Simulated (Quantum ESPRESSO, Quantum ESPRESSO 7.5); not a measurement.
## Work function and surface energy of Pt(110) against thickness

Wanted: a thickness series of Pt(110), driven from Python.

Calculated with Quantum ESPRESSO 7.5; plane-wave DFT, PBE, GBRV ultrasoft pseudopotentials.

## (1) The structure

The cell holds 8 atoms: 8 Pt. Cell: a = 3.920 Å, b = 2.772 Å, c = 24.702 Å, α = 90.0°, β = 90.0°, γ = 90.0°. It derives from Pt. Vacuum lies along c.

Coordinates:

```xyz
8
Lattice="3.9200 0.0000 0.0000 0.0000 2.7719 0.0000 0.0000 0.0000 24.7015" Properties=species:S:1:pos:R:3
Pt    1.9600    1.3859    7.5000
Pt    0.0000    0.0000    8.8859
Pt    1.9600    1.3859   10.2719
Pt    0.0000    0.0000   11.6578
Pt    1.9600    1.3859   13.0437
Pt    0.0000    0.0000   14.4296
Pt    1.9600    1.3859   15.8156
Pt    0.0000    0.0000   17.2015
```

## (2) Running the series

ASE writes the inputs, starts pw.x and reads the results. Under ESM bc1 the zero of energy of a symmetric slab is the vacuum, so the work function is minus the Fermi level.

File run.py:

```python
import json
import numpy as np
from ase.build import fcc110
from ase.calculators.espresso import Espresso, EspressoProfile

profile = EspressoProfile(command='mpirun -n 4 pw.x -nk 4', pseudo_dir='../pseudo')
pseudopotentials = {'Pt': 'pt_pbe_v1.4.uspp.F.UPF'}
system = {'ecutwfc': 40, 'ecutrho': 200, 'occupations': 'smearing', 'smearing': 'mv', 'degauss': 0.02}


def calculator(name, kpts, **extra):
    data = dict(control=dict(tprnfor=True, verbosity='high', disk_io='none'),
                system=system | extra,
                electrons=dict(conv_thr=1e-07, mixing_beta=0.4, mixing_mode='local-TF',
                               electron_maxstep=100))
    return Espresso(profile=profile, directory=name, pseudopotentials=pseudopotentials, kpts=kpts, input_data=data)


def centre(atoms):
    z = atoms.positions[:, 2]
    atoms.positions[:, 2] -= (z.max() + z.min()) / 2  # ESM wants the slab about z = 0
    return atoms


rows = []
for n in [3, 4, 5, 6, 7, 8]:
    slab = centre(fcc110('Pt', size=(1, 1, n), a=3.92, vacuum=7.5, periodic=True))
    slab.set_initial_magnetic_moments([0.0] * n)
    slab.calc = calculator(f'n{n}', (8, 12, 1), assume_isolated='esm', esm_bc='bc1')
    energy = slab.get_potential_energy()
    work = -slab.calc.get_fermi_level()
    force = slab.get_forces()[-1, 2]
    rows.append([n, energy, work, force])
    print(f'{n} layers: E = {energy:.5f} eV, work function {work:.3f} eV, force on the top atom {force:+.3f} eV/A')

n, energy = np.array(rows)[:, :2].T
slope, offset = np.polyfit(n[1:], energy[1:], 1)
area = np.linalg.norm(np.cross(*slab.cell[:2]))
gamma = offset / (2 * area) * 16.0218
print(f'bulk energy from the slope {slope:.5f} eV an atom; unrelaxed surface energy {gamma:.3f} J/m^2')
json.dump(dict(rows=rows, slope=slope, gamma=gamma), open('result.json', 'w'))
```

The run is started by

```bash
$ OMP_NUM_THREADS=1 python run.py
```

The log of the run:

```text
3 layers: E = -8597.22814 eV, work function 5.470 eV, force on the top atom -0.349 eV/A
4 layers: E = -11463.90139 eV, work function 5.383 eV, force on the top atom -0.213 eV/A
5 layers: E = -14330.53647 eV, work function 5.267 eV, force on the top atom -0.528 eV/A
6 layers: E = -17197.13406 eV, work function 5.399 eV, force on the top atom -0.376 eV/A
7 layers: E = -20063.80127 eV, work function 5.261 eV, force on the top atom -0.518 eV/A
8 layers: E = -22930.42920 eV, work function 5.341 eV, force on the top atom -0.459 eV/A
bulk energy from the slope -2866.63204 eV an atom; unrelaxed surface energy 1.940 J/m^2
```

It took 16 min on 4 MPI ranks of Arm Neoverse V2, shared host; peak memory 1.1 GiB.

The input that ASE wrote for the first run, and its log:

```
&CONTROL
   verbosity        = 'high'
   tprnfor          = .true.
   disk_io          = 'none'
   pseudo_dir       = '../pseudo'
/
&SYSTEM
   ecutwfc          = 40
   ecutrho          = 200
   occupations      = 'smearing'
   degauss          = 0.02
   smearing         = 'mv'
   assume_isolated  = 'esm'
   esm_bc           = 'bc1'
   ntyp             = 1
   nat              = 3
   ibrav            = 0
/
&ELECTRONS
   electron_maxstep = 100
   conv_thr         = 1e-07
   mixing_mode      = 'local-TF'
   mixing_beta      = 0.4
/
&IONS
/
&CELL
/
&FCP
/
&RISM
/
ATOMIC_SPECIES
Pt 195.084 pt_pbe_v1.4.uspp.F.UPF

K_POINTS automatic
8 12 1  0 0 0

CELL_PARAMETERS angstrom
3.92000000000000 0.00000000000000 0.00000000000000
0.00000000000000 2.77185858225127 0.00000000000000
0.00000000000000 0.00000000000000 17.77185858225127

ATOMIC_POSITIONS angstrom
Pt 0.0000000000 0.0000000000 -1.3859292911  
Pt 1.9600000000 1.3859292911 0.0000000000  
Pt 0.0000000000 0.0000000000 1.3859292911
```

```text
Program PWSCF v.7.5 starts
[citation notice left out]

     Parallel version (MPI & OpenMP), running on       4 processor cores
     Number of MPI processes:                 4
     Threads/MPI process:                     1

     MPI processes distributed on     1 nodes
[... 1 line left out ...]

Warning: card &CELL ignored
Warning: card &FCP ignored
Warning: card &RISM ignored

     Current dimensions of program PWSCF are:
     Max number of different atomic species (ntypx) = 10
     Max number of k-points (npk) =  40000
     Max angular momentum in pseudopotentials (lmaxx) =  4
     Message from routine setup:
     using ibrav=0 with symmetry is DISCOURAGED, use correct ibrav instead

     K-points division:     npool     =       4
     Subspace diagonalization in iterative solution of the eigenvalue problem:
     a serial algorithm will be used

     G-vector sticks info
     --------------------
     sticks:   dense  smooth     PW     G-vecs:    dense   smooth      PW
     Sum         615     493    155                62269    44551    7761

     Using Slab Decomposition

     bravais-lattice index     =            0
     lattice parameter (alat)  =       7.4077  a.u.
     unit-cell volume          =    1303.1265 (a.u.)^3
     number of atoms/cell      =            3
     number of atomic types    =            1
     number of electrons       =        48.00
     number of Kohn-Sham states=           29
     kinetic-energy cutoff     =      40.0000  Ry
     charge density cutoff     =     200.0000  Ry
     scf convergence threshold =      1.0E-07
     mixing beta               =       0.4000
     number of iterations used =            8  local-TF  mixing
     Exchange-correlation=  SLA  PW   PBX  PBC
                           (   1   4   3   4   0   0   0)

     Effective Screening Medium Method
     =================================
     Boundary Conditions: Vacuum-Slab-Vacuum
     total charge in unit cell        =   0.0000
     grid points for fit at edges     =        4

[... 10 lines left out ...]
     PseudoPot. # 1 for Pt read from file:
     ../pseudo/pt_pbe_v1.4.uspp.F.UPF
     Pseudo is Ultrasoft + core correction, Zval = 16.0
     Generated by new atomic code, or converted to UPF format
     Using radial grid of  985 points,  6 beta functions with:
                l(1) =   0
                l(2) =   0
                l(3) =   1
                l(4) =   1
                l(5) =   2
                l(6) =   2
     Q(r) pseudized with  8 coefficients,  rinner =    1.300   1.300   1.300
                                                       1.300   1.300

     atomic species   valence    mass     pseudopotential
     Pt               16.00   195.08400     Pt( 1.00)

      8 Sym. Ops., with inversion, found

                                    s                        frac. trans.

      isym =  1     identity

[... 255 lines left out ...]

[... 1 line left out ...]

     total energy              =    -631.56376110 Ry
     estimated scf accuracy    <       1.59956706 Ry

[... 338 lines left out ...]
     iteration # 30     ecut=    40.00 Ry     beta= 0.40
[... 1 line left out ...]

---- Real-time Memory Report at c_bands before calling an iterative solver
           161 MiB given to the printing process from OS
            92 MiB allocation reported by mallinfo(arena+hblkhd)
[... 1 line left out ...]
------------------
[... 1 line left out ...]

     negative rho (up, down):  5.335E-01 0.000E+00

[... 1 line left out ...]

     total energy              =    -631.88466620 Ry
     estimated scf accuracy    <       0.00000043 Ry

     iteration # 31     ecut=    40.00 Ry     beta= 0.40
[... 1 line left out ...]

---- Real-time Memory Report at c_bands before calling an iterative solver
           161 MiB given to the printing process from OS
            92 MiB allocation reported by mallinfo(arena+hblkhd)
[... 1 line left out ...]
------------------
[... 1 line left out ...]

     negative rho (up, down):  5.335E-01 0.000E+00

[... 1 line left out ...]

     End of self-consistent calculation

          k = 0.0000 0.0000 0.0000 (  5583 PWs)   bands (ev):

   -58.1578 -57.9989 -57.9094 -57.4148 -57.4117 -57.3517 -57.3313 -57.2887
   -57.1565 -13.4482 -11.2684 -10.3947  -9.9872  -9.0738  -8.5981  -8.4379
    -8.2909  -8.1538  -7.0321  -6.6902  -6.6386  -6.2885  -6.0755  -5.9504
    -5.5387  -5.0553  -3.4816  -0.5823  -0.5764

     occupation numbers
     1.0000   1.0000   1.0000   1.0000   1.0000   1.0000   1.0000   1.0000
     1.0000   1.0000   1.0000   1.0000   1.0000   1.0000   1.0000   1.0000
     1.0000   1.0000   1.0000   1.0000   1.0000   1.0014   1.0238   1.0627
     0.5860   0.0036   0.0000   0.0000   0.0000

[... 340 lines left out ...]

     the Fermi energy is    -5.4695 ev

!    total energy              =    -631.88466853 Ry
     estimated scf accuracy    <       0.00000006 Ry
     smearing contrib. (-TS)   =      -0.00093909 Ry
     internal energy E=F+TS    =    -631.88372944 Ry

     The total energy is F=E-TS. E is the sum of the following terms:
     one-electron contribution =    1847.94290538 Ry
     hartree contribution      =    -928.53639289 Ry
     xc contribution           =    -170.36896823 Ry
     ewald contribution        =   -1380.92127369 Ry

     convergence has been achieved in  31 iterations

     negative rho (up, down):  5.335E-01 0.000E+00

     Forces acting on atoms (cartesian axes, Ry/au):

     atom    1 type  1   force =     0.00000000    0.00000000    0.01356057
     atom    2 type  1   force =     0.00000000    0.00000000    0.00000000
     atom    3 type  1   force =     0.00000000    0.00000000   -0.01356057
     The non-local contrib.  to forces
     atom    1 type  1   force =     0.00000000    0.00000000   -0.12274998
     atom    2 type  1   force =     0.00000000    0.00000000    0.00000000
     atom    3 type  1   force =     0.00000000    0.00000000    0.12274998
     The ionic contribution  to forces
     atom    1 type  1   force =    -0.00000000   -0.00000000 -150.69784601
     atom    2 type  1   force =     0.00000000    0.00000000   -0.00000000
     atom    3 type  1   force =    -0.00000000   -0.00000000  150.69784601
     The local contribution  to forces
     atom    1 type  1   force =    -0.00000000    0.00000000  150.81021391
     atom    2 type  1   force =     0.00000000    0.00000000   -0.00002196
     atom    3 type  1   force =     0.00000000    0.00000000 -150.81025783
     The
```

Numbers from this step:

- surface energy: 1.940 J/m²
- work function of the thickest slab: 5.341 eV

The work function by layers:

| layers | work function (eV) |
| --- | --- |
| 3.00 | 5.47 |
| 4.00 | 5.38 |
| 5.00 | 5.27 |
| 6.00 | 5.40 |
| 7.00 | 5.26 |
| 8.00 | 5.34 |

Table of force on the top atom along the normal by layers:

| layers | force on the top atom along the normal (eV/Å) |
| --- | --- |
| 3.00 | -0.349 |
| 4.00 | -0.213 |
| 5.00 | -0.528 |
| 6.00 | -0.376 |
| 7.00 | -0.518 |
| 8.00 | -0.459 |

Energy less the bulk line's slope against layers:

| layers | energy less the bulk line's slope (meV) |
| --- | --- |
| 3.00 | 2668 |
| 4.00 | 2627 |
| 5.00 | 2624 |
| 6.00 | 2658 |
| 7.00 | 2623 |
| 8.00 | 2627 |

## (3) Running the series: RPBE, GBRV ultrasoft

Level of this step: plane-wave DFT, RPBE, GBRV ultrasoft pseudopotentials made under PBE (Quantum ESPRESSO 7.5). input_dft overrides the functional of the files.

run.py is the input of step 2 with these lines changed:

```diff
@@ -7,3 +7,3 @@
 pseudopotentials = {'Pt': 'pt_pbe_v1.4.uspp.F.UPF'}
-system = {'ecutwfc': 40, 'ecutrho': 200, 'occupations': 'smearing', 'smearing': 'mv', 'degauss': 0.02}
+system = {'ecutwfc': 40, 'ecutrho': 200, 'input_dft': 'rpbe', 'occupations': 'smearing', 'smearing': 'mv', 'degauss': 0.02}
```

The run is started by

```bash
$ OMP_NUM_THREADS=1 python run.py
```

The log of the run:

```text
3 layers: E = -8599.80082 eV, work function 5.302 eV, force on the top atom -0.091 eV/A
4 layers: E = -11467.19334 eV, work function 5.222 eV, force on the top atom +0.049 eV/A
5 layers: E = -14334.54666 eV, work function 5.095 eV, force on the top atom -0.272 eV/A
6 layers: E = -17201.86145 eV, work function 5.237 eV, force on the top atom -0.114 eV/A
7 layers: E = -20069.24874 eV, work function 5.094 eV, force on the top atom -0.266 eV/A
8 layers: E = -22936.59412 eV, work function 5.173 eV, force on the top atom -0.203 eV/A
bulk energy from the slope -2867.35037 eV an atom; unrelaxed surface energy 1.632 J/m^2
```

Elapsed: 15 min, on 4 MPI ranks; peak memory 1.1 GiB; 61 min of CPU time.

Numbers from this step:

```
surface energy                     : 1.632 J/m²
work function of the thickest slab : 5.173 eV
```

The work function by layers:

| layers | work function (eV) |
| --- | --- |
| 3.00 | 5.30 |
| 4.00 | 5.22 |
| 5.00 | 5.09 |
| 6.00 | 5.24 |
| 7.00 | 5.09 |
| 8.00 | 5.17 |

The force on the top atom along the normal by layers:

| layers | force on the top atom along the normal (eV/Å) |
| --- | --- |
| 3.00 | -0.0906 |
| 4.00 | 0.0494 |
| 5.00 | -0.272 |
| 6.00 | -0.114 |
| 7.00 | -0.266 |
| 8.00 | -0.203 |

Energy less the bulk line's slope against layers:

| layers | energy less the bulk line's slope (meV) |
| --- | --- |
| 3.00 | 2250 |
| 4.00 | 2208 |
| 5.00 | 2205 |
| 6.00 | 2241 |
| 7.00 | 2204 |
| 8.00 | 2209 |

## (4) A check by hand

γ = (E_N − N e_bulk)/(2A). The excess of the thickest slab is 2.627 eV and A = 10.866 Å²: 2.627/(2 × 10.866) × 16.02 = 1.94 J/m² (1 eV/Å² = 16.02 J/m²); the fit's intercept gives 1.94.

## (5) What came out

```yaml
work_function_of_the_thickest_slab_pbe_gbrv_ultrasoft: 5.34 eV
unrelaxed_surface_energy_pbe_gbrv_ultrasoft: 1.94 J/m²
work_function_of_the_thickest_slab_rpbe_gbrv_ultrasoft_made_under_pbe: 5.17 eV
unrelaxed_surface_energy_rpbe_gbrv_ultrasoft_made_under_pbe: 1.63 J/m²
```

The thickest slab gives a work function of 5.34 eV and the series an unrelaxed surface energy of 1.94 J/m² (PBE, GBRV ultrasoft). The work function swings by 0.21 eV over 3 to 8 layers and by 0.08 eV over the last step; confined states crossing the Fermi level and the finite mesh both contribute. So 8 layers don't yet hold the work function to 0.05 eV on this mesh. The force on the top atom of the thickest slab points inwards (0.46 eV/Å). Experiment, extrapolated from the liquid and averaged over faces, gives a surface energy of 2.49 J/m² (arxiv:0801.1077, 2008); the value here lies under it, as is usual for gradient-corrected functionals. The slabs are cut from the bulk at the tabulated lattice constant and not relaxed; the surface energy comes from a straight line through the energies of all but the thinnest slab. Spin-orbit coupling is left out; depending on the atoms that carry the levels of interest, it can split and shift them by tenths of an eV to an eV or more.

[Logs are printed without paths, hosts, clocks, repeated set-up lines and the standing remarks that a program may print on its own settings, such as how far it seeks lower states.]

[Hosts, paths, dates, database ids (printed as entryN), source tags and the programs' standing remarks are cut or masked in the printed files.]

[Maps of the electrostatic potential energy from Ansatz leave out the sawtooth potential of an applied field or a dipole correction, so their vacuum need not be flat; planar profiles and work functions include it.]
